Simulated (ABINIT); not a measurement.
# MgS (Niningerite): a self-consistent loop beyond G0W0, cycle by cycle

Wanted: G0W0 and self-consistent gaps of MgS (Niningerite), with the cost of the cycles.

Calculated with ABINIT 10.8.3; LDA and many-body steps on it, plane waves.

Most raw output is cut from this account.

## 1. Set-up

Symmetry: Fm-3m, No. 225, cubic system. Conventional cell: a = 5.203 Å, b = 5.203 Å, c = 5.203 Å, α = 90.00°, β = 90.00°, γ = 90.00°. Nearest to Mg lie 6 S at 2.60 Å. Nearest to S lie 6 Mg at 2.60 Å. Farther neighbours and most contacts between anions are not listed.

The cell and positions come from the Crystallography Open Database and are kept as given unless a step says otherwise.

## 2. Empty states on the mesh, 4×4×4 mesh, 54 bands

This step: ABINIT 10.8.3; DFT, LDA, plane waves, norm-conserving pseudopotentials.

The sums over transitions need many empty states on a uniform mesh; this step solves for them.

The input, run.abi:

```
acell 3*1.0 Angstrom
rprim 
  0.000000000000 2.601650000000 2.601650000000
  2.601650000000 0.000000000000 2.601650000000
  2.601650000000 2.601650000000 0.000000000000
ntypat 2
znucl 12 16
natom 2
typat 1 2
xred 
  0.000000000000 0.000000000000 0.000000000000
  0.500000000000 0.500000000000 0.500000000000
pp_dirpath "pseudos"
pseudos "Mg.upf, S.upf"
ecut 38
ngkpt 4 4 4
nshiftk 1
shiftk 0 0 0
kptopt 1
chksymbreak 0
iscf -2
irdden 1
istwfk *1
nband 54
nbdbuf 4
tolwfr 1e-09
nstep 60
prtvol 0
indata_prefix "in"
outdata_prefix "out"
tmpdata_prefix "tmp"
```

On the command line:

```console
> OMP_NUM_THREADS=1 mpirun -n 4 abinit run.abi > log
```

The job ended after 11 s (4 MPI ranks of Intel Xeon Platinum 8259CL at 2.50GHz (Skylake/Cascade Lake), shared host; peak memory 0.3 GiB).

This step gave:

```
gap                                                           : 2.559 eV
k of the valence top                                          : 0, 0, 0
k of the conduction bottom                                    : 0.5, 0.5, 0
least direct gap                                              : 3.476 eV
k points computed                                             : 8
lowest point of the top converged band, above the valence top : 53.1076 eV
```

On this mesh the gap is 2.559 eV.

The density comes from a self-consistent run that is not shown.

## 3. Screening, 4×4×4 mesh, 50 bands, screening to 130.6 eV

The RPA dielectric matrix is built and inverted for each q.

This step: RPA screening on LDA, plane waves, norm-conserving pseudopotentials.

Changes to run.abi since step 2:

```diff
@@ -20,10 +20,11 @@
 chksymbreak 0
-iscf -2
-irdden 1
 istwfk *1
-nband 54
-nbdbuf 4
-tolwfr 1e-09
-nstep 60
-prtvol 0
+occopt 1
+irdwfk 1
+optdriver 3
+nband 50
+ecuteps 4.8
+inclvkb 2
+awtr 1
+symchi 1
 indata_prefix "in"
```

It took 7 s on 4 MPI ranks; peak memory 0.5 GiB.

Numbers from this step:

```
ε∞ with local fields, on this mesh, along the program's q direction : 6.557
the same without local fields                                       : 7.547
plasma frequency                                                    : 25.03 eV
plane waves in the screening matrix                                 : 113
```

Local fields lower ε∞ by 13 %. On a Γ-centred mesh this coarse the value itself is usually too large, while a short band sum pulls it down.

## 4. G0W0

The self-energy is evaluated for the states that the input lists, and the levels follow from it, in one-shot runs by the linearised quasiparticle equation.

This step: G0W0 on LDA, plane waves, norm-conserving pseudopotentials.

Changes to run.abi since step 3:

```diff
@@ -23,8 +23,17 @@
 irdwfk 1
-optdriver 3
+optdriver 4
 nband 50
+gwcalctyp 0
+ecutsigx 38
+symsigma 1
+nkptgw 2
+kptgw 
+  0.0000000000 0.0000000000 0.0000000000
+  0.5000000000 0.5000000000 0.0000000000
+bdgw 
+  6 12
+  7 10
 ecuteps 4.8
-inclvkb 2
-awtr 1
-symchi 1
+irdscr 1
+ppmodel 1
 indata_prefix "in"
```

The job ended after 4.7 s (4 MPI ranks; peak memory 0.63 GiB).

This step gave:

* G0W0 gap on the points computed: 4.290 eV
* starting gap on the mesh: 2.559 eV
* k of the valence top: 0, 0, 0
* k of the conduction bottom: 0.5, 0.5, 0
* Z at the valence top: 0.784
* Z at the conduction bottom: 0.817
* least direct G0W0 gap on the computed points: 5.110 eV

The gap on the mesh goes from 2.56 eV to 4.29 eV, a correction of +1.73 eV.

## 5. evGW0, cycle 1

This step: evGW0 on LDA, plane waves, norm-conserving pseudopotentials.

Changes to run.abi since step 4:

```diff
@@ -25,12 +25,24 @@
 nband 50
-gwcalctyp 0
+gwcalctyp 10
 ecutsigx 38
 symsigma 1
-nkptgw 2
+nkptgw 8
 kptgw 
   0.0000000000 0.0000000000 0.0000000000
+  0.2500000000 0.0000000000 0.0000000000
+  0.5000000000 0.0000000000 0.0000000000
+  0.2500000000 0.2500000000 0.0000000000
+  0.5000000000 0.2500000000 0.0000000000
+  -0.2500000000 0.2500000000 0.0000000000
   0.5000000000 0.5000000000 0.0000000000
+  -0.2500000000 0.5000000000 0.2500000000
 bdgw 
-  6 12
-  7 10
+  1 22
+  1 22
+  1 22
+  1 22
+  1 22
+  1 22
+  1 22
+  1 22
 ecuteps 4.8
```

Run time: 57 s. Hardware: 4 MPI ranks; peak memory 1.3 GiB; 3.8 min of CPU time.

This step gave:

| Item | Value |
| --- | --- |
| quasiparticle gap on the mesh | 4.718 eV |
| gap of the density functional on the mesh | 2.559 eV |
| k of the valence top | 0, 0, 0 |
| k of the conduction bottom | 0.5, 0.5, 0 |
| Z at the valence top | 0.784 |
| Z at the conduction bottom | 0.817 |
| least direct quasiparticle gap on the computed points | 5.527 eV |

Against G0W0 in ABINIT (4×4×4 mesh, 50 bands, screening to 130.6 eV, Godby-Needs plasmon pole), the gap moves by +0.428 eV. This first cycle still uses the starting levels and takes the full correction.

## 6. evGW0, cycle 2

The corrected levels of the last cycle go back in.

Changes to run.abi since step 5:

```diff
@@ -50,2 +50,3 @@
 ppmodel 1
+irdqps 1
 indata_prefix "in"
```

It took 58 s on 4 MPI ranks; peak memory 1.3 GiB.

Numbers from this step:

- quasiparticle gap on the mesh: 4.507 eV
- gap of the density functional on the mesh: 2.559 eV
- k of the valence top: 0, 0, 0
- k of the conduction bottom: 0.5, 0.5, 0
- least direct quasiparticle gap on the computed points: 5.336 eV

Against the cycle before, the gap moves by −0.211 eV.

## 7. evGW0, cycle 3

run.abi is that of step 6.

Run time: 58 s. Hardware: 4 MPI ranks; peak memory 1.3 GiB.

This step gave:

- quasiparticle gap on the mesh: 4.532 eV
- gap of the density functional on the mesh: 2.559 eV
- k of the valence top: 0, 0, 0
- k of the conduction bottom: 0.5, 0.5, 0
- least direct quasiparticle gap on the computed points: 5.356 eV

Against the cycle before, the gap moves by +0.025 eV.

## 8. evGW0, cycle 4

run.abi is that of step 7.

Elapsed: 58 s, on 4 MPI ranks; peak memory 1.3 GiB; 3.8 min of CPU time.

This step gave:

* quasiparticle gap on the mesh: 4.527 eV
* gap of the density functional on the mesh: 2.559 eV
* k of the valence top: 0, 0, 0
* k of the conduction bottom: 0.5, 0.5, 0
* least direct quasiparticle gap on the computed points: 5.353 eV

Against the cycle before, the gap moves by −0.005 eV.

## 9. Side by side

Times are wall times on 4 MPI ranks of Intel Xeon Platinum 8259CL at 2.50GHz (Skylake/Cascade Lake), shared host, good to a factor of about two. A run's time includes the screening step that it read.

```tsv
run	mesh	bands	screening cutoff (eV)	DFT gap (eV)	gap on the mesh (eV)	direct (eV)	ε∞ used	time
G0W0	4×4×4	50	130.6	2.559	4.290	5.110	6.56	12 s
evGW0, cycle 1	4×4×4	50	130.6	2.559	4.718	5.527	6.56	64 s
evGW0, cycle 2	4×4×4	50	130.6	2.559	4.507	5.336	6.56	65 s
evGW0, cycle 3	4×4×4	50	130.6	2.559	4.532	5.356	6.56	65 s
evGW0, cycle 4	4×4×4	50	130.6	2.559	4.527	5.353	6.56	65 s
```

## 10. Outcome

| Quantity | Value |
| --- | --- |
| G0W0 | 4.290 eV |
| evGW0, cycle 1 | 4.718 eV |
| evGW0, cycle 2 | 4.507 eV |
| evGW0, cycle 3 | 4.532 eV |
| evGW0, cycle 4 | 4.527 eV |
| known limits | not at the basis limit; coarse k mesh |

What this shows: Only the bands that the input lists are updated; the others, empty or deep, keep the functional's energies or take a rigid shift. evGW0 ends at 4.53 eV, +0.24 eV from G0W0, after 4 cycles that took 3.9 min beside the first screening; the last moved the gap by 0.005 eV. The first cycle of evGW0 takes the full correction, without the factor Z, so it overshoots the one-shot value. Bands and cutoff are finite, so the gap is not at the basis limit. The miss can reach some tenths of an eV and take either sign; the mesh is an error of its own. The 4×4×4 mesh is coarse for this cell, which bears on the long-range parts of exchange and screening.

[Paths, hosts, dates, memory and timing lines, banners, echoed tables and standing remarks are left out of the program output.]

[Logs are printed without paths, hosts, clocks, repeated set-up lines and the standing remarks that a program may print on its own settings, such as how far it seeks lower states.]

[Runs of the session that timed out or met a known fault of the program may be left out.]

[Hosts, paths, dates, database ids (printed as entryN), source tags and the programs' standing remarks are cut or masked in the printed files.]

[G0W0 gaps are taken among the corrected bands and points alone; a level outside them can change the order at an edge.]

[Where Ansatz stands beside ABINIT at settings called matched, ABINIT's density can come from a denser mesh and the files from another edition; pairs whose starting gaps differed by over 0.03 eV were left out, so agreement reads better than it is.]
